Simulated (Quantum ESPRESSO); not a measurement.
# Na3BrO (Pm-3m): modes at Γ and the response to a field

Which modes does Na3BrO (Pm-3m) have at the zone centre?

Main program and level: Quantum ESPRESSO 7.5; DFT LDA, scalar-relativistic, plane waves, PseudoDojo norm-conserving pseudopotentials.

Report form: the programs' logs are mostly left out.

## 1. The structure

Symmetry: Pm-3m, No. 221, cubic system. The conventional cell has a = 4.533 Å, b = 4.533 Å, c = 4.533 Å, α = 90.00°, β = 90.00°, γ = 90.00°. Nearest to Na lie 2 O at 2.27 Å and 4 Br at 3.21 Å and 8 Na at 3.21 Å. Br has 12 Na at 3.21 Å nearest. O has 6 Na at 2.27 Å nearest. Farther neighbours and most contacts between anions are not listed.

## 2. A probe with smearing

A cheap run with smearing and empty bands tells whether the crystal has a gap, which decides between fixed occupations and smearing later on.

probe.in

```
&CONTROL
  calculation = 'scf'
  prefix      = 'x'
  outdir      = './tmp'
  pseudo_dir  = './pseudo'
  tprnfor     = .true.
  tstress     = .true.
  verbosity   = 'high'
/
&SYSTEM
  ibrav       = 0
  nat         = 5
  ntyp        = 3
  ecutwfc     = 97.0
  occupations = 'smearing'
  smearing    = 'gaussian'
  degauss     = 0.01
/
&ELECTRONS
  conv_thr         = 1.0d-07
  mixing_beta      = 0.7
  electron_maxstep = 100
/
ATOMIC_SPECIES
 Na     22.9898  Na.upf
 Br     79.9040  Br.upf
 O      15.9990  O.upf
CELL_PARAMETERS angstrom
     4.533130000    0.000000000    0.000000000
     0.000000000    4.533130000    0.000000000
     0.000000000    0.000000000    4.533130000
ATOMIC_POSITIONS crystal
 Na     0.000000000   0.500000000   0.500000000
 Na     0.500000000   0.000000000   0.500000000
 Na     0.500000000   0.500000000   0.000000000
 Br     0.000000000   0.000000000   0.000000000
 O      0.500000000   0.500000000   0.500000000
K_POINTS automatic
 4 4 4 0 0 0
```

Launch:

```
$ OMP_NUM_THREADS=1 mpirun -n 4 pw.x -nk 4 -in probe.in > probe.out
```

It took 13 s on 4 MPI ranks of Arm Neoverse V1, shared host; 51 s of CPU time.

Read from the output:

```yaml
volume_per_atom: 18.63 Å³
pressure: -2.06 GPa
gap_on_the_k_mesh: 1.882 eV
```

A gap of 1.9 eV opens on this mesh, so the crystal is taken as an insulator; the start stands at -2.1 GPa.

## 3. Relaxation

The relaxation runs at a cutoff a fifth above that of the response, since stress converges more slowly with the basis than frequencies do. Forces and stress are brought to rest with tight thresholds.

relax.in

```
&CONTROL
  calculation   = 'vc-relax'
  prefix        = 'x'
  outdir        = './tmp'
  pseudo_dir    = './pseudo'
  tprnfor       = .true.
  tstress       = .true.
  forc_conv_thr = 2.0d-05
  etot_conv_thr = 1.0d-07
  nstep         = 40
/
&SYSTEM
  ibrav       = 0
  nat         = 5
  ntyp        = 3
  ecutwfc     = 116
  occupations = 'fixed'
  nbnd        = 22
/
&ELECTRONS
  conv_thr         = 1.0d-11
  mixing_beta      = 0.7
  electron_maxstep = 100
/
&IONS
/
&CELL
  press_conv_thr = 0.2
/
ATOMIC_SPECIES
 Na     22.9898  Na.upf
 Br     79.9040  Br.upf
 O      15.9990  O.upf
CELL_PARAMETERS angstrom
     4.533130000    0.000000000    0.000000000
     0.000000000    4.533130000    0.000000000
     0.000000000    0.000000000    4.533130000
ATOMIC_POSITIONS crystal
 Na     0.000000000   0.500000000   0.500000000
 Na     0.500000000   0.000000000   0.500000000
 Na     0.500000000   0.500000000   0.000000000
 Br     0.000000000   0.000000000   0.000000000
 O      0.500000000   0.500000000   0.500000000
K_POINTS automatic
 6 6 6 0 0 0
```

Launch:

```
$ OMP_NUM_THREADS=1 mpirun -n 4 pw.x -nk 4 -in relax.in > relax.out
```

The job ended after 2.6 min (4 MPI ranks).

Step by step:

| step | energy less that of the first step (eV) | largest force (eV/Å) | pressure (GPa) | volume (Å³) |
| --- | --- | --- | --- | --- |
| 1 | 0.0000 | 0.0000 | -2.06 | 93.15 |
| 2 | -0.0116 | 0.0000 | -1.73 | 92.18 |
| 3 | -0.0249 | 0.0000 | -1.20 | 90.73 |
| 4 | -0.0353 | 0.0000 | -0.33 | 88.58 |
| 5 | -0.0360 | 0.0000 | 0.02 | 87.80 |
| 6 | -0.0360 | 0.0000 | 0.00 | 87.84 |
| 7 | -0.0360 | 0.0000 | 0.00 | 87.84 |
| 8 | -0.0358 | 0.0000 | 0.00 | 87.84 |

| conventional cell, symmetrised | before | after | change |
| --- | --- | --- | --- |
| a (Å) | 4.533 | 4.445 | -1.9 % |
| b (Å) | 4.533 | 4.445 | -1.9 % |
| c (Å) | 4.533 | 4.445 | -1.9 % |
| volume (Å³/atom) | 18.63 | 17.57 | -5.7 % |

Final coordinates:

```xyz
5
Lattice="4.4453 0.0000 0.0000 0.0000 4.4453 0.0000 0.0000 0.0000 4.4453" Properties=species:S:1:pos:R:3 pbc="T T T"
Na    0.0000    2.2227    2.2227
Na    2.2227    0.0000    2.2227
Na    2.2227    2.2227    0.0000
Br    0.0000    0.0000    0.0000
O     2.2227    2.2227    2.2227
```

The last row of the table of steps is pw.x's closing run on a basis chosen anew for the final cell, so its energy can jump.

This step gave:

```yaml
volume_per_atom: 17.57 Å³
pressure: 0.002 GPa
gap_on_the_k_mesh: 2.061 eV
```

The volume changes by -5.7 % from the cell with which this run began.

## 4. Ground state

The response is built on this ground state, so it is converged far tighter than an energy would need. With a gap, occupations are fixed, which also allows the response to an electric field.

scf.in

```
&CONTROL
  calculation = 'scf'
  prefix      = 'x'
  outdir      = './tmp'
  pseudo_dir  = './pseudo'
  tprnfor     = .true.
  tstress     = .true.
/
&SYSTEM
  ibrav       = 0
  nat         = 5
  ntyp        = 3
  ecutwfc     = 97.0
  occupations = 'fixed'
  nbnd        = 22
/
&ELECTRONS
  conv_thr         = 1.0d-12
  mixing_beta      = 0.7
  electron_maxstep = 100
/
ATOMIC_SPECIES
 Na     22.9898  Na.upf
 Br     79.9040  Br.upf
 O      15.9990  O.upf
CELL_PARAMETERS angstrom
     4.445344502    0.000000000    0.000000000
     0.000000000    4.445344502    0.000000000
     0.000000000    0.000000000    4.445344502
ATOMIC_POSITIONS crystal
 Na     0.000000000   0.500000000   0.500000000
 Na     0.500000000   0.000000000   0.500000000
 Na     0.500000000   0.500000000   0.000000000
 Br     0.000000000   0.000000000   0.000000000
 O      0.500000000   0.500000000   0.500000000
K_POINTS automatic
 6 6 6 0 0 0
```

Launch:

```
$ OMP_NUM_THREADS=1 mpirun -n 4 pw.x -nk 4 -in scf.in > scf.out
```

Run time: 28 s. Hardware: 4 MPI ranks.

Numbers from this step:

```
pressure : -0.003000 GPa
```

The cell stands at -0.0030 GPa, close enough for phonons.

## 5. Zone-centre response

At q = 0 one unit cell holds all displacements; symmetry groups them into irreducible representations that are solved one by one. The response to a field gives ε∞ and the Born charges, which polar modes need.

ph.in

```
phonons
&INPUTPH
  prefix = 'x'
  outdir = './tmp'
  fildyn = 'g.dyn'
  tr2_ph = 1.0d-18
  epsil  = .true.
/
0.000000000000 0.000000000000 0.000000000000
```

Launch:

```
$ OMP_NUM_THREADS=1 mpirun -n 4 ph.x -nk 4 -in ph.in > ph.out
```

Elapsed: 18 min, on 4 MPI ranks; 70 min of CPU time.

This step gave:

```
miss of the charge sum rule                                       : 0.001160 e
largest acoustic frequency at the zone centre before the sum rule : 10.68 cm⁻¹
highest optical zone-centre mode (no LO-TO term)                  : 405.2 cm⁻¹
lowest optical zone-centre mode                                   : 94.9 cm⁻¹
mean high-frequency dielectric constant                           : 3.304
largest Born charge in size (third of the trace)                  : 1.911 e
```

Born charge (rows field, columns displacement), before the sum rule (e), principal values of the symmetric part by kind of site:

| atom | atoms with these values | low | middle | high | mean |
| --- | --- | --- | --- | --- | --- |
| Na1 | 3 | 0.85 | 1.13 | 1.13 | 1.03 |
| Br4 | 1 | -1.19 | -1.19 | -1.19 | -1.19 |
| O5 | 1 | -1.91 | -1.91 | -1.91 | -1.91 |

In full for Na1:

```
0.85 0.00 0.00
0.00 1.13 0.00
0.00 0.00 1.13
```

High-frequency dielectric tensor:

```
3.30 0.00 0.00
0.00 3.30 0.00
0.00 0.00 3.30
```

The acoustic modes at Γ come out as far as 10.7 cm⁻¹ from zero, where they should vanish, a sizeable error of basis and grid; the Born charges miss their sum rule by 0.0012 e, which is good.

## 6. Modes with the sum rule

A rigid shift of the crystal must cost nothing, but grids and finite bases break this; the acoustic sum rule is imposed before the matrix is diagonalised again. With Born charges the intensities follow, and the static dielectric tensor.

dynmat.in

```
&INPUT
  fildyn = 'g.dyn'
  asr    = 'simple'
  fileig = 'dynmat.eig'
  lperm  = .true.
/
```

Launch:

```
$ dynmat.x -in dynmat.in > dynmat.out
```

Wall time 0.46 s (1 thread).

Read from the output:

* highest optical zone-centre mode (no LO-TO term): 405.1 cm⁻¹
* lowest optical zone-centre mode: 94.24 cm⁻¹
* mean static dielectric constant: 9.076

Unit eigenvectors of the mass-weighted matrix after the sum rule; no LO-TO term. The modes at Γ (shares of kinetic energy by element, %):

| mode | frequency (cm⁻¹) | symmetry | Na % | Br % | O % |
| --- | --- | --- | --- | --- | --- |
| 1 | 0.0 | acoustic | 42 | 48 | 10 |
| 2 | 0.0 | acoustic | 42 | 48 | 10 |
| 3 | 0.0 | acoustic | 42 | 48 | 10 |
| 4 | 94.2 | T1u | 45 | 51 | 5 |
| 5 | 94.2 | T1u | 45 | 51 | 5 |
| 6 | 94.2 | T1u | 45 | 51 | 5 |
| 7 | 115.5 | T2u | 100 | 0 | 0 |
| 8 | 115.5 | T2u | 100 | 0 | 0 |
| 9 | 115.5 | T2u | 100 | 0 | 0 |
| 10 | 213.9 | T1u | 74 | 1 | 25 |
| 11 | 213.9 | T1u | 74 | 1 | 25 |
| 12 | 213.9 | T1u | 74 | 1 | 25 |
| 13 | 405.1 | T1u | 40 | 0 | 60 |
| 14 | 405.1 | T1u | 40 | 0 | 60 |
| 15 | 405.1 | T1u | 40 | 0 | 60 |

Displacements in mode 4 (94.2 cm⁻¹), the largest set to 1:
```
Na1 -0.18 -1.00  0.00
Na2 -0.24 -0.76  0.00
Na3 -0.24 -1.00  0.00
Br4  0.22  0.92  0.00
O5  -0.15 -0.63  0.00
```

Displacements in mode 14 (405.1 cm⁻¹), the largest set to 1:
```
Na1  0.00  0.00  0.02
Na2  0.00  0.00  0.02
Na3  0.00  0.00 -0.67
Br4  0.00  0.00 -0.01
O5   0.00  0.00  1.00
```

Degenerate modes summed, no LO-TO term. Lines of the infrared spectrum (strongest = 100):

| position (cm⁻¹) | lines merged | label | IR intensity, relative |
| --- | --- | --- | --- |
| 94 | 3 | T1u | 26 |
| 116 | 3 | T2u | 0.0 |
| 214 | 3 | T1u | 47 |
| 405 | 3 | T1u | 100 |

Static dielectric tensor (ions relaxed, fixed cell):

```
9.08 0.00 0.00
0.00 9.08 0.00
0.00 0.00 9.08
```

The rule also moves an optical mode by 1.2 cm⁻¹.

## 7. Sum rules set otherwise: a sum rule for molecules or wires on a crystal

This rule also removes rotations, which suits wires and not a crystal; it is tried to see the harm.

dynmat.in

```
&INPUT
  fildyn = 'g.dyn'
  asr    = 'one-dim'
  fileig = 'dynmat.eig'
  lperm  = .true.
/
```

Launch:

```
$ dynmat.x -in dynmat.in > dynmat.out
```

It took 0.46 s on 1 thread.

The run ended normally, but on settings that are not sound.

The fault: a sum rule for molecules or wires on a crystal; 1 optical mode is projected out to zero frequency, as if it were a rotation, and the static dielectric tensor is spoilt.

For a crystal the rule has to be 'simple' or 'crystal'.

Zone-centre frequencies as printed; negative means imaginary. Modes:

| mode | frequency (cm⁻¹) |
| --- | --- |
| 1 | 0 |
| 2 | 0 |
| 3 | 0 |
| 4 | 0 |
| 5 | 94.38 |
| 6 | 94.38 |
| 7 | 107 |
| 8 | 116.7 |
| 9 | 116.7 |
| 10 | 185.9 |
| 11 | 214.4 |
| 12 | 214.4 |
| 13 | 404.5 |
| 14 | 405.3 |
| 15 | 405.3 |

## 8. Sum rules set otherwise (asr crystal)

The rule can be imposed in more than one way; the choices should agree where the raw error is small.

dynmat.in

```
&INPUT
  fildyn = 'g.dyn'
  asr    = 'crystal'
  fileig = 'dynmat.eig'
  lperm  = .true.
/
```

Launch:

```
$ dynmat.x -in dynmat.in > dynmat.out
```

Wall time 0.45 s (1 thread).

This step gave:

- highest optical zone-centre mode (no LO-TO term): 405.3 cm⁻¹
- lowest optical zone-centre mode: 94.38 cm⁻¹
- mean static dielectric constant: 9.049

Zone-centre frequencies as printed; negative means imaginary. Modes:

| mode | frequency (cm⁻¹) |
| --- | --- |
| 1 | 0 |
| 2 | 0 |
| 3 | 0 |
| 4 | 94.38 |
| 5 | 94.38 |
| 6 | 94.38 |
| 7 | 116.7 |
| 8 | 116.7 |
| 9 | 116.7 |
| 10 | 214.4 |
| 11 | 214.4 |
| 12 | 214.4 |
| 13 | 405.3 |
| 14 | 405.3 |
| 15 | 405.3 |

Against the first rule no mode moves by more than 1.2 cm⁻¹.

## 9. Modes along a direction of q (1 0 0)

A longitudinal polar mode sets up a macroscopic field that stiffens it; the term hangs on the direction from which q goes to zero.

dynmat.in

```
&INPUT
  fildyn = 'g.dyn'
  asr    = 'simple'
  fileig = 'dynmat.eig'
  q(1)   = 1.0
  q(2)   = 0.0
  q(3)   = 0.0
/
```

Launch:

```
$ dynmat.x -in dynmat.in > dynmat.out
```

It took 0.45 s on 1 thread.

Numbers from this step:

| Quantity | Value |
| --- | --- |
| highest mode moved by the LO-TO term | 457.3 cm⁻¹ |

Zone-centre frequencies as printed; negative means imaginary. Modes:

| mode | frequency (cm⁻¹) |
| --- | --- |
| 1 | 0 |
| 2 | 0 |
| 3 | 0 |
| 4 | 94.24 |
| 5 | 94.24 |
| 6 | 115.5 |
| 7 | 115.5 |
| 8 | 115.5 |
| 9 | 119.8 |
| 10 | 213.9 |
| 11 | 213.9 |
| 12 | 247 |
| 13 | 405.1 |
| 14 | 405.1 |
| 15 | 457.3 |

The field moves 3 modes; the highest of them now lies at 457 cm⁻¹, where the highest that moved away lay at 405.

## 10. Summary of results

```
space group after relaxation                                           : Pm-3m
volume per atom                                                        : 17.6 Å³
gap on the k-mesh                                                      : 2.06 eV
highest optical zone-centre mode (no LO-TO term)                       : 405.1 cm⁻¹
lowest optical zone-centre mode                                        : 94.2 cm⁻¹
highest mode moved by the LO-TO term                                   : 457.3 cm⁻¹
mean high-frequency dielectric constant                                : 3.30
largest Born charge in size (third of the trace)                       : 1.91 e
mean static dielectric constant                                        : 9.08
imaginary optical modes at the zone centre (no q mesh in this session) : none
```

At the LDA level the optical modes of Na3BrO (Pm-3m) at the zone centre (no LO-TO term) run from 94 to 405 cm⁻¹. Along the directions run, the highest mode that the macroscopic field moves lies at 457 cm⁻¹. Lattice motion raises the mean dielectric constant from 3.304 to 9.076. Of the 12 optical modes, 9 are infrared active alone and 3 are silent. These are harmonic frequencies at zero temperature: anharmonic shifts and linewidths and thermal expansion are left out. The structure comes from a database and need not be the phase that is stable at ambient conditions.

[Host names and launcher messages were left out of these logs when they were recorded.]

[Logs are printed without paths, hosts, clocks, repeated set-up lines and the standing remarks that a program may print on its own settings, such as how far it seeks lower states.]

[Hosts, paths, dates, database ids (printed as entryN), source tags and the programs' standing remarks are cut or masked in the printed files.]
